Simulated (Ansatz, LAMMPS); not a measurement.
**Structural relaxation of ionic liquid ethylammonium Br-, from a frame at 590 K (144 atoms)**

Wanted: the relaxed structure of ionic liquid ethylammonium Br-, from a frame at 590 K (144 atoms) and its electronic structure.

Main program and level: Ansatz 0.2.0; Kohn-Sham DFT, PBE+D4, PAW (set soft_2), plane waves.

## (1) Starting point

The cell holds 144 atoms: 24 C, 12 N, 96 H and 12 Br. Its edges and angles: a = 12.252 Å, b = 12.252 Å, c = 12.252 Å, α = 90.0°, β = 90.0°, γ = 90.0°. 12 ethylammonium, 12 Br- placed at random, at 1.36 g/cm³; overlaps pushed apart, then 10 ps at 700 K with Joung-Cheatham ions (J. Phys. Chem. B 112, 9020 (2008)); MMFF94 bonds, angles, torsions, charges and radii (Halgren, J. Comput. Chem. 17, 490 (1996)) in harmonic and 12-6 forms; charges of ions scaled by 0.8. Snapshot after 30 ps at 590 K and fixed volume.

What the set-up can't give: The network of contacts between molecules at the start is that of the classical potential that made the cell. The density was typed from a rule of thumb and may lie off the real one at this temperature. The Brillouin zone is sampled at Γ only, in a cell whose shortest periodic width is 12 Å.

## (2) The classical run that made the cell

A classical potential makes the cell, at a small fraction of what the same run would cost in DFT.

This step: classical MD, Joung-Cheatham ions (J. Phys. Chem. B 112, 9020 (2008)); MMFF94 bonds, angles, torsions, charges and radii (Halgren, J. Comput. Chem. 17, 490 (1996)) in harmonic and 12-6 forms; charges of ions scaled by 0.8 (LAMMPS 22 Jul 2025 - Update 4).

File in.lmp:

```
# ionic liquid ethylammonium Br-
units real
atom_style full
boundary p p p
bond_style harmonic
angle_style harmonic
dihedral_style opls
improper_style harmonic
special_bonds lj 0 0 0.5 coul 0 0 0.75
read_data data.lmp
neigh_modify delay 0 every 1 check yes one 4000
comm_modify cutoff 12.0
timestep 0.5
thermo_style custom step time temp pe press density
thermo_modify norm yes
# push overlapping molecules apart
pair_style soft 2.6
pair_coeff * * 0.0
variable a equal ramp(1,60)
fix ad all adapt 1 pair soft a * * v_a
velocity all create 700 387576 mom yes dist gaussian
fix lim all nve/limit 0.03
fix lan all langevin 700 700 50 387577 zero yes
thermo 1000
run 3000 post no
unfix ad
pair_style lj/cut/coul/long 9.0
pair_modify mix arithmetic tail yes
pair_coeff 1 1 0.0678 3.3680   # C
pair_coeff 2 2 0.0721 3.3270   # N
pair_coeff 3 3 0.0216 2.5400   # H
pair_coeff 4 4 0.0100 1.2000   # H
pair_coeff 5 5 0.0270 4.9017   # Br
kspace_style pppm 1.0e-4
# [... 17 lines left out ...]
compute msd all msd com yes
thermo 7500
fix md all nvt temp 590 590 100
run 30000 post no
print "== T590: mean square displacement over the hold $(c_msd[4]:%.2f) A^2"
unfix md
uncompute msd
write_dump all custom T590.dump id type xs ys zs modify sort id
```

On the command line:

```sh
$ lmp -in in.lmp -log none -nocite
```

Numbers of over 12 decimals in the logs are rounded to 6 here.

Log:

```text
LAMMPS (22 Jul 2025 - Update 4)
Reading data file ...
  orthogonal box = (0 0 0) to (12.25235 12.25235 12.25235)
  144 atoms
  orthogonal box = (0 0 0) to (12.25235 12.25235 12.25235)
  120 bonds
  216 angles
  216 dihedrals
   Step          Time           Temp          PotEng         Press         Density
         0   0              700           -0.1667447      6625.8193      1.364999
      1000   500            615.36578      1.3340174      10571.317      1.364999
      2000   1000           678.57053      1.4778157      19357.449      1.364999
      3000   1500           585.53907      1.2954893      15667.352      1.364999
[... 29 lines left out ...]
Loop time of 5.50445 s on 1 MPI rank(s) for 10000 steps with 144 atoms
   Step          Time           Temp          PotEng         Press         Density
[... 4 lines left out ...]
Loop time of 2.72175 s on 1 MPI rank(s) for 5000 steps with 144 atoms
   Step          Time           Temp          PotEng         Press         Density
[... 2 lines left out ...]
     30000   29000          582.17311     -6.2094047      6773.5971      1.364999
     37500   36500          575.6967      -6.1316203      5099.8764      1.364999
     45000   44000          611.06275     -6.2126729      9314.3205      1.364999
     47000   46000          595.10657     -6.0801247      7475.368       1.364999
Loop time of 16.2788 s on 1 MPI rank(s) for 30000 steps with 144 atoms
== T590: mean square displacement over the hold 11.62 A^2
```

Wall time 26 s (1 thread of Arm Neoverse V1, shared host); peak memory 0.12 GiB.

The input also reads data.lmp (atoms, bonds and types; not printed here).

## (3) Single point at the start

A single point comes first, to see the forces before anything moves.

File input.yaml:

```yaml
crystal:
  lattice:
    - [12.25235, 0.0, 0.0]
    - [0.0, 12.25235, 0.0]
    - [0.0, 0.0, 12.25235]
  atoms:
    - { symbol: C, position: [0.85285, 0.775, 0.57125] }
    - { symbol: C, position: [0.92458, 0.74103, 0.48071] }
    - { symbol: "N", position: [0.9577, 0.83508, 0.42573] }
    - { symbol: H, position: [0.77385, 0.80491, 0.53566] }
    - { symbol: H, position: [0.87195, 0.83608, 0.62944] }
    - { symbol: H, position: [0.83934, 0.70568, 0.62147] }
    - { symbol: H, position: [0.87944, 0.69187, 0.42192] }
    - { symbol: H, position: [0.99815, 0.69672, 0.50679] }
    - { symbol: H, position: [0.99151, 0.88611, 0.4849] }
    - { symbol: H, position: [0.02266, 0.81255, 0.37723] }
    - { symbol: H, position: [0.90775, 0.87987, 0.38358] }
    - { symbol: C, position: [0.42378, 0.17908, 0.01306] }
    - { symbol: C, position: [0.53822, 0.21895, 0.041] }
    - { symbol: "N", position: [0.52798, 0.34575, 0.03827] }
    - { symbol: H, position: [0.35093, 0.21244, 0.06556] }
    - { symbol: H, position: [0.40832, 0.09138, 0.00483] }
    - { symbol: H, position: [0.41225, 0.21123, 0.92764] }
    - { symbol: H, position: [0.59617, 0.19548, 0.98235] }
    - { symbol: H, position: [0.54768, 0.19835, 0.13212] }
    - { symbol: H, position: [0.58966, 0.38123, 0.07772] }
    - { symbol: H, position: [0.53102, 0.37427, 0.96309] }
    - { symbol: H, position: [0.46472, 0.38553, 0.07537] }
    - { symbol: C, position: [0.11243, 0.13668, 0.14608] }
    - { symbol: C, position: [0.08786, 0.21161, 0.24306] }
    - { symbol: "N", position: [0.16334, 0.18185, 0.32664] }
    - { symbol: H, position: [0.091, 0.18083, 0.07727] }
    - { symbol: H, position: [0.05736, 0.06321, 0.1593] }
    - { symbol: H, position: [0.20012, 0.12293, 0.13751] }
    - { symbol: H, position: [0.01266, 0.1855, 0.28283] }
    - { symbol: H, position: [0.08641, 0.2952, 0.21451] }
    - { symbol: H, position: [0.19132, 0.10304, 0.30848] }
    - { symbol: H, position: [0.22774, 0.2359, 0.33016] }
    [... 106 atom lines left out ...]
    - { symbol: Br, position: [0.13327, 0.00602, 0.53692] }
    - { symbol: Br, position: [0.00887, 0.81308, 0.18641] }
    - { symbol: Br, position: [0.62303, 0.58681, 0.13859] }
    - { symbol: Br, position: [0.40946, 0.82488, 0.46151] }
    - { symbol: Br, position: [0.87625, 0.23826, 0.97046] }
    - { symbol: Br, position: [0.75075, 0.9935, 0.33872] }
kpoints:
  mp_grid: { grid: [1, 1, 1] }
hamiltonian:
  xc: pbe
  dispersion: d4
scf:
  occupations: { method: fixed }
output:
  forces: true
  stress: true
  populations: intrinsic
  dos:
    method: { smearing: { sigma: 0.08 } }
    de: 0.1
    projected: { site_lists: { Br: [Br], C: [C], H: [H], "N": ["N"] } }
  eigenvalues: true
```

On the command line:

```sh
$ ansatz run input.yaml --threads 4 --pin off --max-ram 8192MiB --backend cpu --events-out ev --progress --plain --runs-dir out
```

Log:

```text
Engine: ansatz 0.2.0, aarch64-unknown-linux-gnu
Pseudopotentials: kind: paw
Pseudopotential: C, paw, valence charge 4, recommended cutoff 420 eV (normal), C.paw.azcp
Pseudopotential: N, paw, valence charge 5, recommended cutoff 420 eV (normal), N.paw.azcp
Pseudopotential: H, paw, valence charge 1, recommended cutoff 420 eV (normal), H.paw.azcp
Pseudopotential: Br, paw, valence charge 7, recommended cutoff 420 eV (normal), Br.paw.azcp
Functional definition: PBE
  parameter kappa = 0.804
  parameter beta = 0.066725
  exchange = pbe_x(kappa = kappa, mu = beta*pi^2/3)
  correlation = pbe_c(beta = beta)
Crystal: 144 atoms, lattice volume = 1839.324 Å³
Basis set: ecut = 420 eV, 36041 PW (Γ), exchange–correlation on 180×180×180 points (8 copies of the dense FFT grid, shifted against one another)
Bands: 312, of which v1, the nominal top of the filled ones, is band 168 counted from 1 (167 counted from 0)
Symmetry: 1 space group operations
Space group: P1 (ITA 1), of the structure as read, at distance tolerance 1.2e-4 Å
k-points: 1
Non-local potential: C, projectors of the file, l = 0: 2, l = 1: 2, l = 2: 1
Non-local potential: N, projectors of the file, l = 0: 2, l = 1: 2, l = 2: 1
Non-local potential: H, projectors of the file, l = 0: 2, l = 1: 1
Non-local potential: Br, projectors of the file, l = 0: 2, l = 1: 2, l = 2: 2
PAW form: soft (Blöchl's): semilocal exchange-correlation on the pseudo side does not see the compensation charge
PAW one-centre angular grid: C, 110 points (default); XC on 64 Gauss nodes
PAW one-centre angular grid: N, 110 points (default); XC on 64 Gauss nodes
PAW one-centre angular grid: H, 110 points (default); XC on 64 Gauss nodes
PAW one-centre angular grid: Br, 110 points (default); XC on 64 Gauss nodes
Initial density: superposition of atomic densities (neutral atoms: chi_scale 0, normalization atom), corrected by the library's trained network
Initial wavefunctions: pseudopotential atomic-orbital guess
Functional: x = pbe(κ = 0.804, μ = 0.219515), c = pbe(β = 0.066725)
SCF iter   1: F=—  HF=-45592.286951 eV  |F-HF|=—  |Δ(HF+E_count)|=         —  Δρ=3.66e-3  dr2=5.79e-1  ethr=1.77e-3  ⟨swp⟩=6.0  Hψ=1142  notcnv=0  defer=140
preconditioner: auto → Resta (q_TF=auto, 2.055 Å⁻¹)  ε∞=2.2  [insulator: Δε(μ)=3.496 eV  Ē_g=14.154 eV  n_scr=256 (ndim 8)  ℏωp=15.3 eV  f_vac=0.195  ε∞_Penn≈2.2]
SCF iter   2: F=—  HF=-45592.126245 eV  |F-HF|=—  |Δ(HF+E_count)|=   1.61e-1  Δρ=1.88e-3  dr2=9.33e-2  ethr=1.72e-4  ⟨swp⟩=2.0  Hψ=481  notcnv=0  defer=142
SCF iter   3: F=—  HF=-45592.105230 eV  |F-HF|=—  |Δ(HF+E_count)|=   2.10e-2  Δρ=7.07e-4  dr2=1.70e-2  ethr=2.78e-5  ⟨swp⟩=2.0  Hψ=303  notcnv=0  defer=142
SCF iter   4: F=—  HF=-45592.103402 eV  |F-HF|=—  |Δ(HF+E_count)|=   1.83e-3  Δρ=2.61e-4  dr2=1.57e-3  ethr=5.05e-6  ⟨swp⟩=3.0  Hψ=344  notcnv=0  defer=142
SCF iter   5: F=—  HF=-45592.103642 eV  |F-HF|=—  |Δ(HF+E_count)|=   2.40e-4  Δρ=8.78e-5  dr2=1.72e-4  ethr=4.68e-7  ⟨swp⟩=2.0  Hψ=336  notcnv=0  defer=142
SCF iter   6: F=—  HF=-45592.103763 eV  |F-HF|=—  |Δ(HF+E_count)|=   1.20e-4  Δρ=3.32e-5  dr2=2.14e-5  ethr=5.13e-8  ⟨swp⟩=2.0  Hψ=340  notcnv=0  defer=141
SCF iter   7: F=—  HF=-45592.105735 eV  |F-HF|=—  |Δ(HF+E_count)|=   1.97e-3  Δρ=1.08e-5  dr2=1.99e-6  ethr=6.36e-9  ⟨swp⟩=2.0  Hψ=479  notcnv=0  defer=139
SCF iter   8: F=—  HF=-45592.105736 eV  |F-HF|=—  |Δ(HF+E_count)|=   1.54e-6  Δρ=4.00e-6  dr2=3.17e-7  ethr=5.93e-10  ⟨swp⟩=3.0  Hψ=342  notcnv=0  defer=139
SCF iter   9: F=-45592.105736 eV  HF=-45592.105736 eV  |F-HF|=1.82e-8  |Δ(HF+E_count)|=   1.29e-7  Δρ=9.15e-7  dr2=1.83e-8  ethr=2.98e-11  ⟨swp⟩=23.0  Hψ=2700  notcnv=0
SCF 1 converged in 9 iterations: F = -45592.105736 eV  dr2 = 1.83e-8
  greatest PAW one-centre occupation: 0.914 electrons in one spin orbital (limit 2), on the Br atom at site 138 (counted from 0), in its partial waves of l = 0
SCF converged after 9 iterations
Free energy (F): -45592.105736 eV
Harris-Foulkes:  -45592.105736 eV  (|F-HF|=1.82e-8)
Internal energy: -45592.105736 eV  (E = F + TS)
E sigma→0 (E₀):  -45592.105736 eV
Fermi energy:    -0.224860 eV
--- Per-component energies (eV) ---
  E_band       = -2690.225369
  E_kinetic    = 6716.736192
  E_local      = -19494.335973  (includes V_loc(G=0)·N_el)
  E_nonlocal   = 2207.398722
  E_hartree    = 6590.736527
  E_xc         = -5903.769360
  E_vxc        = -4687.977276  (∫ρ·V_xc dr)
  E_paw        = -30937.605408  (= ΣΔE_a)
  E_vpaw       = -613.396999  (= ΣTr[D̂ρ^β])
  E_aug_tail   = -0.126619  (compensation charges beyond the density's cutoff)
  E_ewald      = -4765.167683
  E_disp       = -5.972134  (pairwise vdW)
  E_smearing   = -0.000000  (= −TS)
  E_closure    = -0.000000  (closes the sum)
  Σ components = -45592.105736   (vs F -45592.105736, Δ=0.00e0)
--- Forces (eV/Å), atoms counted from 1 ---
  atom   1  C     -2.42863460    -0.49491148    -0.29389724
  atom   2  C     -0.82111697    -1.25227418     0.76360195
  atom   3  N      4.71152618     0.68462931     1.11953484
  atom   4  H      0.35333620    -0.31877986     0.34681213
  atom   5  H      1.29542033     1.14309839     0.40027937
  atom   6  H     -0.72026283    -1.15371640     0.74393595
  atom   7  H      0.16080297    -0.65770327     0.03091909
  atom   8  H     -0.24414407    -0.07762410    -0.04279036
  atom   9  H      0.37079093     0.52167131    -0.25056752
  atom  10  H     -0.18556441     0.60337824    -0.64068342
  atom  11  H     -2.52401899     1.36422763    -1.67344189
  atom  12  C     -1.89875115     0.90504072    -1.19274719
  atom  13  C     -3.53191354     1.22242986     3.65208585
  atom  14  N      0.86974861    -1.55352139     0.87255985
[...]
atom 143  Br    -0.30664865    -0.11366709    -0.05809386
  atom 144  Br    -0.13605311    -0.07588685     0.11989314
  max |Σ_I F_I| component: 6.99e-5 eV/Å
--- Stress (GPa, compression-positive) ---
        0.278242       0.397342       0.534214
        0.397342       0.771800      -1.032899
        0.534213      -1.032898       1.536505
  P = ⅓ Tr σ = 0.8622 GPa (8.622 kbar)
--- Band table (eV) ---
  k-point 0: bands = ["-21.0768", "-20.9790", "-20.8881", "-20.8015", [... 296 levels ...], "9.4925", "9.5067", "9.5812", "9.6149", "9.6239", "9.6738", "9.7020", "9.7405", "9.7685", "9.8241", "9.8625", "9.8855"]
--- intrinsic populations: 144 sites ---
  site symbol       q [e]
     0      C      4.5706
     1      C      4.2106
     2      N      5.4203
[...]
143     Br      7.7707
  spilling = -0.000000 (of n_electrons = 336.000000)
```

Elapsed: 24 s, on 4 threads of Arm Neoverse V1, shared host; peak memory 2.1 GiB; 93 s of CPU time.

The column dr2 measures how far the density is from self-consistency, as an energy; F and HF (Harris–Foulkes) agree once it is small.

Numbers from this run:

```yaml
free_energy: -45592.1057 eV
free_energy_per_atom: -316.6118 eV/atom
scf_cycles: 9
pressure: 0.8622 GPa
r_m_s_force_component: 1.099 eV/Å
longest_force: 5.226 eV/Å
fermi_energy: -0.2249 eV
spacing_of_highest_filled_and_lowest_empty_level: 3.062 eV
```

The r.m.s. force component of 1.1 eV/Å and the pressure of 0.86 GPa set the starting point.

Length of the force by element:

```csv
element,coordination,atoms,mean length of the force (eV/Å),spread,least,most
Br,all,12,0.344,0.203,0.112,0.759
C,all,24,2.58,0.947,1.13,5.23
H,all,96,1.36,0.742,0.239,4.21
N,all,12,2.76,1.13,1.64,4.89
```

(Continued in part 2 of 3.)

[Logs are printed without paths, hosts, clocks, repeated set-up lines and the standing remarks that a program may print on its own settings, such as how far it seeks lower states.]

[Hosts, paths, dates, database ids (printed as entryN), source tags and the programs' standing remarks are cut or masked in the printed files.]

[The MMFF94 radii named for the starting cell were scaled by 0.96; in molecules described by MMFF94, hydrogen bound to N, O or S took a small fixed 12-6 site in their place.]
